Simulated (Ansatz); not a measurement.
# Stack of 1T-PtSe2 under 1T-SnS2 , upper layer turned by 180° in a perpendicular field

What dipole does a perpendicular field induce in the stack of 1T-PtSe2 under 1T-SnS2 , upper layer turned by 180°, and does the gap follow? A positive field points along +c.

Method: plane-wave DFT, PBE-D3(BJ), Ansatz PAW, in Ansatz 0.2.0.

## 1. Set-up

The cell holds 6 atoms: 2 Se, 1 Pt, 2 S and 1 Sn. Its edges and angles: a = 3.725 Å, b = 3.725 Å, c = 45.233 Å, α = 90.0°, β = 90.0°, γ = 120.0°. Regions: layer 1: 1T-PtSe2, 3 atoms (2 Se and 1 Pt); layer 2: 1T-SnS2, 3 atoms (2 S and 1 Sn). Vacuum lies along c.

## 2. Relaxing the slab

The starting cell is a guess, so the in-plane lattice and the atoms are relaxed first, with the slab cut off from its images along the normal.

Input file input.yaml:

```yaml
crystal:
  lattice:
    - [3.725, 0.0, 0.0]
    - [-1.8625, 3.2259446291, 0.0]
    - [0.0, 0.0, 45.2328846396]
  atoms:
    - { symbol: Se, position: [0.6666666667, 0.3333333333, 0.4211537723] }
    - { symbol: Pt, position: [0.0, 0.0, 0.446220909] }
    - { symbol: Se, position: [0.3333333333, 0.6666666667, 0.4712880455] }
    - { symbol: S, position: [0.6666666667, 0.3333333333, 0.5387168647] }
    - { symbol: Sn, position: [0.3333333333, 0.6666666667, 0.5587815462] }
    - { symbol: S, position: [0.0, 0.0, 0.5788462277] }
  periodic: [true, true, false]
kpoints:
  mp_grid: { grid: [12, 12, 1] }
hamiltonian:
  xc: pbe
  dispersion: d3bj
scf:
  occupations: { method: fermi_dirac, width: 0.05 }
  convergence: { dr2_threshold: 1.0e-09 }
relax:
  f_tol: 0.004
  max_steps: 90
  cell: {}
output:
  write_potential: true
  write_density: true
  volumetric_format: npy
```

On the command line:

```
$ ansatz run input.yaml --threads 4 --pin off --max-ram 8192MiB --backend cpu --events-out ev --progress --plain --runs-dir out
```

Output:

```text
Warning: relax.cell: scf.convergence.dr2_threshold = 1e-9 eV is looser than the 2.04404413495e-10 eV advised for a relaxation that steers and ends on the stress (1e-10 eV for each atom of the cell: 6, times the square of relax.cell.stress_2d_tol = 0.05 N/m over 17.1 Å (the atoms' height at the walk's start and 5 Å past either face), 2.918e-2 GPa, over a crystal's default 0.05). What an SCF threshold leaves in a stress goes as its square root, and in the free energy as the threshold itself, and one threshold admits the most on a small cell: [figures from the program's tests cut] Set scf.convergence.dr2_threshold to 2.04404413495e-10 eV or tighter. [rest of the remark cut]
Engine: ansatz 0.2.0, aarch64-unknown-linux-gnu
Pseudopotentials: kind: paw
Pseudopotential: Se, paw, valence charge 16, recommended cutoff 420 eV (normal), Se.paw.azcp
Pseudopotential: Pt, paw, valence charge 18, recommended cutoff 420 eV (normal), Pt.paw.azcp
Pseudopotential: S, paw, valence charge 6, recommended cutoff 420 eV (normal), S.paw.azcp
Pseudopotential: Sn, paw, valence charge 14, recommended cutoff 420 eV (normal), Sn.paw.azcp
Functional definition: PBE
  parameter kappa = 0.804
  parameter beta = 0.066725
  exchange = pbe_x(kappa = kappa, mu = beta*pi^2/3)
  correlation = pbe_c(beta = beta)
Crystal: 6 atoms, lattice volume = 543.547 Å³
Basis set: ecut = 420 eV, 10675 PW (Γ), exchange–correlation on 50×50×640 points (8 copies of the dense FFT grid, shifted against one another)
Bands: 46, of which v1, the nominal top of the filled ones, is band 38 counted from 1 (37 counted from 0)
Symmetry: 6 space group operations
Space group: P3m1 (ITA 156), of the structure as read, at distance tolerance 8.2e-5 Å
k-points: 19 of 144 (time reversal used)
Non-local potential: Se, projectors of the file, l = 0: 2, l = 1: 2, l = 2: 3, l = 3: 1
Non-local potential: Pt, projectors of the file, l = 0: 3, l = 1: 2, l = 2: 2, l = 3: 1
Non-local potential: S, projectors of the file, l = 0: 2, l = 1: 2, l = 2: 2
Non-local potential: Sn, projectors of the file, l = 0: 2, l = 1: 2, l = 2: 2, l = 3: 2
PAW form: soft (Blöchl's): semilocal exchange-correlation on the pseudo side does not see the compensation charge
PAW one-centre angular grid: Se, 590 points (default); XC on 64 Gauss nodes
PAW one-centre angular grid: Pt, 590 points (default); XC on 64 Gauss nodes
PAW one-centre angular grid: S, 110 points (default); XC on 64 Gauss nodes
PAW one-centre angular grid: Sn, 590 points (default); XC on 64 Gauss nodes
Initial density: superposition of atomic densities (neutral atoms: chi_scale 0, normalization atom), corrected by the library's trained network
Initial wavefunctions: pseudopotential atomic-orbital guess
Functional: x = pbe(κ = 0.804, μ = 0.219515), c = pbe(β = 0.066725)
SCF iter   1: F=—  HF=-31290.054264 eV  |F-HF|=—  |Δ(HF+E_count)|=         —  Δρ=1.91e-3  dr2=5.17e-2  ethr=1.77e-3  ⟨swp⟩=18.4  Hψ=6330  notcnv=0  defer=9
preconditioner: auto → Resta (q_TF=auto, 1.966 Å⁻¹)  ε∞=1.7  [insulator: Δε(μ)=1.179 eV  Ē_g=13.510 eV  σ=0.050 eV  W_gap=1.00  n_scr=46 (ndim 8)  ℏωp=11.0 eV  f_vac=0.762  D(μ)=0.00/eV (n_scr^D=0)  ε∞_Penn≈1.7  vacuum switching on, ρ_ref=1.3e-2 e/Å³]
SCF iter   2: F=—  HF=-31290.050223 eV  |F-HF|=—  |Δ(HF+E_count)|=   4.04e-3  Δρ=1.32e-3  dr2=7.03e-2  ethr=6.80e-5  ⟨swp⟩=4.3  Hψ=2181  notcnv=0  defer=38
SCF iter   3: F=—  HF=-31290.047734 eV  |F-HF|=—  |Δ(HF+E_count)|=   2.49e-3  Δρ=9.50e-4  dr2=4.80e-2  ethr=6.80e-5  ⟨swp⟩=3.5  Hψ=1415  notcnv=0  defer=38
SCF iter   4: F=—  HF=-31290.043792 eV  |F-HF|=—  |Δ(HF+E_count)|=   3.94e-3  Δρ=3.94e-4  dr2=6.59e-3  ethr=6.31e-5  ⟨swp⟩=2.1  Hψ=1235  notcnv=0  defer=37
SCF iter   5: F=—  HF=-31290.043307 eV  |F-HF|=—  |Δ(HF+E_count)|=   4.85e-4  Δρ=1.66e-4  dr2=3.97e-4  ethr=8.68e-6  ⟨swp⟩=2.9  Hψ=1311  notcnv=0  defer=37
SCF iter   6: F=—  HF=-31290.043378 eV  |F-HF|=—  |Δ(HF+E_count)|=   7.05e-5  Δρ=6.03e-5  dr2=1.48e-5  ethr=5.22e-7  ⟨swp⟩=3.2  Hψ=1551  notcnv=0  defer=37
SCF iter   7: F=—  HF=-31290.043351 eV  |F-HF|=—  |Δ(HF+E_count)|=   2.68e-5  Δρ=2.50e-5  dr2=5.58e-6  ethr=1.94e-8  ⟨swp⟩=3.5  Hψ=2003  notcnv=0  defer=37
SCF iter   8: F=—  HF=-31290.043451 eV  |F-HF|=—  |Δ(HF+E_count)|=   1.00e-4  Δρ=1.33e-5  dr2=1.61e-6  ethr=7.35e-9  ⟨swp⟩=2.7  Hψ=1360  notcnv=0  defer=37
SCF iter   9: F=—  HF=-31290.043451 eV  |F-HF|=—  |Δ(HF+E_count)|=   1.46e-7  Δρ=3.83e-6  dr2=6.20e-8  ethr=2.12e-9  ⟨swp⟩=2.8  Hψ=1331  notcnv=0  defer=37
SCF iter  10: F=—  HF=-31290.043451 eV  |F-HF|=—  |Δ(HF+E_count)|=   1.09e-7  Δρ=1.20e-6  dr2=6.20e-9  ethr=8.16e-11  ⟨swp⟩=3.2  Hψ=1899  notcnv=0  defer=37
SCF iter  11: F=-31290.043451 eV  HF=-31290.043451 eV  |F-HF|=4.67e-9  |Δ(HF+E_count)|=   2.37e-8  Δρ=3.35e-7  dr2=5.07e-10  ethr=1.32e-12  ⟨swp⟩=10.6  Hψ=7530  notcnv=0
SCF 1 converged in 11 iterations: F = -31290.043451 eV  dr2 = 5.07e-10
  greatest PAW one-centre occupation: 1.000 electrons in one spin orbital (limit 2), on the Pt atom at site 1 (counted from 0), in its partial waves of l = 0
relax step   1: F+E_penalty+E_count = -31290.04345137 eV  Δ(F+E_penalty+E_count) = +0.000e0 eV  max|allowed force component| = 5.782e0 eV/Å  Δτ_max = 0.0000 Å  P = +29.500 N/m  Ω = 543.547 Å³  fix = [c, alpha, beta]  reactions: c +0.000 N/m  (11 SCF iters, accepted)
Crystal: 6 atoms, lattice volume = 554.952 Å³
Basis set: ecut = 420 eV, 10891 PW (Γ), exchange–correlation on 50×50×640 points (8 copies of the dense FFT grid, shifted against one another)
Initial density: handed on by an earlier stage of this run
Initial wavefunctions: those handed on with the density
iter 1 solved again at ethr=2.85e-4 eV; its pass at ethr=3.10e-3 eV (dr2=2.16e-1 eV) is discarded
SCF iter   1: F=—  HF=-31292.418944 eV  |F-HF|=—  |Δ(HF+E_count)|=         —  Δρ=4.69e-3  dr2=2.13e-1  ethr=2.85e-4  ⟨swp⟩=4.4  Hψ=6065  notcnv=0
preconditioner: auto → Resta (q_TF=auto, 1.959 Å⁻¹)  ε∞=1.7  [insulator: Δε(μ)=1.067 eV  Ē_g=13.067 eV  σ=0.050 eV  W_gap=1.00  n_scr=58 (ndim 8)  ℏωp=10.9 eV  f_vac=0.758  D(μ)=0.00/eV (n_scr^D=0)  ε∞_Penn≈1.7  vacuum switching on, ρ_ref=1.2e-2 e/Å³]
SCF iter   2: F=—  HF=-31292.390666 eV  |F-HF|=—  |Δ(HF+E_count)|=   2.83e-2  Δρ=2.79e-3  dr2=1.78e-1  ethr=2.81e-4  ⟨swp⟩=5.3  Hψ=2189  notcnv=0  defer=12
SCF iter   3: F=—  HF=-31292.392027 eV  |F-HF|=—  |Δ(HF+E_count)|=   1.36e-3  Δρ=2.32e-3  dr2=2.20e-1  ethr=2.35e-4  ⟨swp⟩=4.3  Hψ=1618  notcnv=0  defer=38
SCF iter   4: F=—  HF=-31292.373942 eV  |F-HF|=—  |Δ(HF+E_count)|=   1.81e-2  Δρ=1.16e-3  dr2=9.00e-3  ethr=2.35e-4  ⟨swp⟩=3.4  Hψ=1187  notcnv=0  defer=38
[...]
SCF iter   9: F=—  HF=-31293.373498 eV  |F-HF|=—  |Δ(HF+E_count)|=   7.08e-8  Δρ=2.15e-6  dr2=1.63e-8  ethr=2.90e-10  ⟨swp⟩=3.3  Hψ=1546  notcnv=0  defer=38
SCF iter  10: F=—  HF=-31293.373498 eV  |F-HF|=—  |Δ(HF+E_count)|=   3.46e-8  Δρ=6.64e-7  dr2=1.58e-9  ethr=2.15e-11  ⟨swp⟩=3.2  Hψ=1778  notcnv=0  defer=38
SCF iter  11: F=-31293.373498 eV  HF=-31293.373498 eV  |F-HF|=7.89e-10  |Δ(HF+E_count)|=   6.28e-9  Δρ=1.52e-7  dr2=9.29e-11  ethr=1.32e-12  ⟨swp⟩=11.7  Hψ=6536  notcnv=0
SCF 3 converged in 11 iterations: F = -31293.373498 eV  dr2 = 9.29e-11
relax step   3: F+E_penalty+E_count = -31293.37349805 eV  Δ(F+E_penalty+E_count) = -9.994e-1 eV  max|allowed force component| = 1.558e0 eV/Å  Δτ_max = 0.1948 Å  P = +2.131 N/m  Ω = 554.800 Å³  energy of the carried Pulay correction = -1.090e-3 eV  fix = [c, alpha, beta]  reactions: c +0.000 N/m  (11 SCF iters, accepted)
[...]
relax step   4: F+E_penalty+E_count = -31293.64275223 eV  Δ(F+E_penalty+E_count) = -2.693e-1 eV  max|allowed force component| = 1.665e-1 eV/Å  Δτ_max = 0.1998 Å  P = -0.389 N/m  Ω = 545.240 Å³  energy of the carried Pulay correction = -1.654e-4 eV  fix = [c, alpha, beta]  reactions: c -0.000 N/m  (10 SCF iters, accepted)
[...]
relax step   5: F+E_penalty+E_count = -31293.67609727 eV  Δ(F+E_penalty+E_count) = -3.335e-2 eV  max|allowed force component| = 1.090e-1 eV/Å  Δτ_max = 0.1912 Å  P = -0.989 N/m  Ω = 542.156 Å³  energy of the carried Pulay correction = +1.363e-4 eV  fix = [c, alpha, beta]  reactions: c -0.000 N/m  (11 SCF iters, accepted)
[...]
relax step   6: F+E_penalty+E_count = -31293.68089870 eV  Δ(F+E_penalty+E_count) = -4.801e-3 eV  max|allowed force component| = 8.317e-2 eV/Å  Δτ_max = 0.0353 Å  P = -0.298 N/m  Ω = 536.308 Å³  energy of the carried Pulay correction = +7.132e-4 eV  fix = [c, alpha, beta]  reactions: c -0.000 N/m  (10 SCF iters, accepted)
[...]
relax step   7: F+E_penalty+E_count = -31293.68174918 eV  Δ(F+E_penalty+E_count) = -8.505e-4 eV  max|allowed force component| = 3.009e-2 eV/Å  Δτ_max = 0.0144 Å  P = -0.071 N/m  Ω = 535.962 Å³  energy of the carried Pulay correction = +7.475e-4 eV  fix = [c, alpha, beta]  reactions: c -0.000 N/m  (10 SCF iters, accepted)
[...]
relax step   8: F+E_penalty+E_count = -31293.68183511 eV  Δ(F+E_penalty+E_count) = -8.593e-5 eV  max|allowed force component| = 2.351e-3 eV/Å  Δτ_max = 0.0041 Å  P = +0.012 N/m  Ω = 535.767 Å³  energy of the carried Pulay correction = +7.669e-4 eV  fix = [c, alpha, beta]  reactions: c +0.000 N/m  (8 SCF iters, accepted)
Initial wavefunctions: pseudopotential atomic-orbital guess (no wavefunctions were taken with the density)
iter 1 solved again at ethr=2.15e-7 eV; its pass at ethr=3.10e-3 eV (dr2=1.63e-4 eV) is discarded
SCF iter   1: F=—  HF=-31293.681230 eV  |F-HF|=—  |Δ(HF+E_count)|=         —  Δρ=1.02e-5  dr2=8.92e-8  ethr=2.15e-7  ⟨swp⟩=5.7  Hψ=9453  notcnv=0
eigensolver tolerance schedule: the retry pair's looser diagonalisation over-reported the residual by 1831.58 of it (diagonalisation noise at 0.15 of the residual, at the tolerance the schedule requests for it); recorded, not acted on — ethr = c·dr2/N_el stays at c = 1.0e-1
preconditioner: auto → LDOS  [insulator: Δε(μ)=0.265 eV  Ē_g=9.167 eV  σ=0.050 eV  W_gap=0.82  n_scr=46 (ndim 8)  ℏωp=9.9 eV  f_vac=0.737  D(μ)=0.27/eV (n_scr^D=4)  ε∞_Penn≈2.2  β→1.0]
SCF iter   2: F=—  HF=-31293.681399 eV  |F-HF|=—  |Δ(HF+E_count)|=   1.69e-4  Δρ=2.39e-6  dr2=2.23e-8  ethr=1.17e-10  ⟨swp⟩=5.0  Hψ=2987  notcnv=0
SCF iter   3: F=—  HF=-31293.681399 eV  |F-HF|=—  |Δ(HF+E_count)|=   1.22e-8  Δρ=9.02e-7  dr2=1.06e-8  ethr=2.93e-11  ⟨swp⟩=3.0  Hψ=1837  notcnv=0
SCF iter   4: F=—  HF=-31293.681399 eV  |F-HF|=—  |Δ(HF+E_count)|=   1.24e-9  Δρ=7.27e-7  dr2=6.58e-9  ethr=1.40e-11  ⟨swp⟩=3.5  Hψ=1856  notcnv=0
SCF iter   5: F=-31293.681399 eV  HF=-31293.681399 eV  |F-HF|=1.96e-10  |Δ(HF+E_count)|=  4.95e-10  Δρ=1.72e-7  dr2=2.83e-10  ethr=1.32e-12  ⟨swp⟩=14.7  Hψ=7442  notcnv=0
SCF 9 converged in 5 iterations: F = -31293.681399 eV  dr2 = 2.83e-10
relax step   9: F+E_penalty+E_count = -31293.68139883 eV  Δ(F+E_penalty+E_count) = +4.363e-4 eV  max|allowed force component| = 2.364e-3 eV/Å  Δτ_max = 0.0000 Å  P = -0.020 N/m  Ω = 535.767 Å³  fix = [c, alpha, beta]  reactions: c -0.000 N/m  stress off target by 2.00e-2 N/m on what of the cell is left free  SCF on the basis re-selected at this cell (its energy is not comparable with the rows above)  (5 SCF iters)
basis re-selected at this cell: Δ(F+E_penalty+E_count) = +4.363e-4 eV, ΔP = -0.032 N/m vs the last step (what re-selecting the basis moved, of the pressure what is left beyond the Pulay correction that the steps carried, after the strain that the cell walked since its last selection, with what the two solves' SCF thresholds leave and, on support functions, any second-order correction that the steps lacked; it is no m [...]
SCF converged after 5 iterations
Free energy (F): -31293.681399 eV
Harris-Foulkes:  -31293.681399 eV  (|F-HF|=1.96e-10)
Internal energy: -31293.678215 eV  (E = F + TS)
E sigma→0 (E₀):  -31293.679807 eV
Entropy (-TS):   -0.003183 eV (-0.531 meV/atom)
Fermi energy:    -5.390275 eV
--- Per-component energies (eV) ---
  E_band       = -2308.518417
  E_kinetic    = 1273.918202
  E_local      = -363660.172311  (includes V_loc(G=0)·N_el)
  E_nonlocal   = -964.004841
  E_hartree    = 181018.459408
  E_xc         = -1044.675671
  E_vxc        = -767.613742  (∫ρ·V_xc dr)
  E_paw        = -18620.708205  (= ΣΔE_a)
  E_vpaw       = -227.561609  (= ΣTr[D̂ρ^β])
  E_aug_tail   = -0.000970  (compensation charges beyond the density's cutoff)
  E_ewald      = 170705.438378
  E_disp       = -1.932205  (pairwise vdW)
  E_smearing   = -0.003183  (= −TS)
  E_closure    = 0.000000  (closes the sum)
  Σ components = -31293.681399   (vs F -31293.681399, Δ=0.00e0)
--- Forces (eV/Å), atoms counted from 1 ---
  atom   1  Se     0.00000000    -0.00000000    -0.00063133
  atom   2  Pt     0.00000000    -0.00000000    -0.00236418
  atom   3  Se    -0.00000000     0.00000000     0.00225365
  atom   4  S      0.00000000    -0.00000000    -0.00055004
  atom   5  Sn    -0.00000000     0.00000000     0.00062143
  atom   6  S     -0.00000000     0.00000000     0.00067167
  max |Σ_I F_I| component: 1.21e-6 eV/Å
--- 2D stress c σ (N/m, compression-positive) ---
       -0.020023      -0.000000      -0.000000
       -0.000000      -0.020023       0.000000
       -0.000000       0.000000      -0.000000
  P = ½ c Tr σ = -0.0200 N/m
--- Band table (eV; the first three rows and the last of 19) ---
  k-point 0: bands = [... 34 lower, -6.9103, -6.0906, -5.6717, -5.6717, -4.2650, -3.0824, -2.7022, -2.7022, ... 4 higher]
  k-point 1: bands = [... 34 lower, -6.9244, -5.9862, -5.6660, -5.6477, -4.0582, -3.1827, -2.8172, -2.6917, ... 4 higher]
  k-point 2: bands = [... 34 lower, -6.9002, -5.9348, -5.7328, -5.5908, -4.1499, -3.7852, -3.0263, -2.1534, ... 4 higher]
  k-point 18: bands = [... 34 lower, -7.5676, -7.3820, -6.6829, -6.6182, -4.3225, -3.7834, -3.6989, -0.8759, ... 4 higher]
  the weakly bound empty levels are not read free of the cell's end (no_gap_told)
--- Relaxed structure (8 steps of the walk, 8 accepted, 1 SCFs on fresh bases) ---
  F+E_penalty+E_count = -31293.68139883 eV   max|allowed force component| = 2.364e-3 eV/Å   (the final SCF, on the basis selected at the relaxed cell)
  cell:  # Å, volume = 535.7669 Å³
    - [3.698243, 0, 0]
    - [-1.849122, 3.202773, 0]
    - [0, 0, 45.2328846396]
  atoms:
    - { symbol: Se, position: [0.666667, 0.333333, 0.411420] }
    - { symbol: Pt, position: [0, 0, 0.440962] }
    - { symbol: Se, position: [0.333333, 0.666667, 0.469996] }
    - { symbol: S, position: [0.666667, 0.333333, 0.531662] }
    - { symbol: Sn, position: [0.333333, 0.666667, 0.564245] }
    - { symbol: S, position: [0, 0, 0.596721] }
```

It took 2.6 min on 4 threads of Arm Neoverse V1, shared host; peak memory 1.1 GiB.

Reading the cycles: dr2 is the Hartree energy of the density residual (eV), the measure of convergence; HF is the Harris–Foulkes estimate of the energy, which meets the free energy F at convergence.

Relaxation path:

| step | energy less that of the first step (eV) | largest force component (eV/Å) | volume (Å³) |
| --- | --- | --- | --- |
| 1 | 0.0000 | 5.7821 | 543.55 |
| 2 | -2.3307 | 3.4789 | 554.95 |
| 3 | -3.3300 | 1.5580 | 554.80 |
| 4 | -3.5993 | 0.1665 | 545.24 |
| 5 | -3.6326 | 0.1090 | 542.16 |
| 6 | -3.6374 | 0.0832 | 536.31 |
| 7 | -3.6383 | 0.0301 | 535.96 |
| 8 | -3.6384 | 0.0024 | 535.77 |
| 9* | -3.6379 | 0.0024 | 535.77 |

Relaxation steps marked * repeat the geometry before them on a plane-wave basis chosen anew for their cell, so energy and pressure can jump there.

Forces are held to the 6 operations that the program found; a distortion that breaks them can't arise in this run.

| cell as run | before | after | change |
| --- | --- | --- | --- |
| a (Å) | 3.725 | 3.698 | -0.7 % |
| b (Å) | 3.725 | 3.698 | -0.7 % |

The atoms that moved most (Å, along periodic axes as changes of fractional coordinates times the final cell, across vacuum about the mean position):

| atom | dx | dy | dz | length |
| --- | --- | --- | --- | --- |
| S6 | 0.000 | 0.000 | 0.809 | 0.809 |
| Se1 | 0.000 | 0.000 | -0.440 | 0.440 |
| S4 | 0.000 | 0.000 | -0.319 | 0.319 |
| Sn5 | 0.000 | 0.000 | 0.247 | 0.247 |
| Pt2 | 0.000 | 0.000 | -0.238 | 0.238 |
| Se3 | 0.000 | 0.000 | -0.058 | 0.058 |

Final coordinates:

```xyz
6
Lattice="3.6982 0.0000 0.0000 -1.8491 3.2028 0.0000 0.0000 0.0000 45.2329" Properties=species:S:1:pos:R:3
Se    1.8491    1.0676   18.6097
Pt    0.0000    0.0000   19.9460
Se    0.0000    2.1352   21.2593
S     1.8491    1.0676   24.0486
Sn    0.0000    2.1352   25.5224
S     0.0000    0.0000   26.9914
```

This step gave:

| Property | Result |
| --- | --- |
| energy at zero smearing | -31293.6798 eV |

The lattice constant a goes from 3.725 to 3.698 Å.

[end of part 1 of 3]

[Long decimals in the printed logs are rounded to 6 places.]

[Logs are printed without paths, hosts, clocks, repeated set-up lines and the standing remarks that a program may print on its own settings, such as how far it seeks lower states.]

[Hosts, paths, dates, database ids (printed as entryN), source tags and the programs' standing remarks are cut or masked in the printed files.]

[Maps of the electrostatic potential energy from Ansatz leave out the sawtooth potential of an applied field or a dipole correction, so their vacuum need not be flat; planar profiles and work functions include it.]
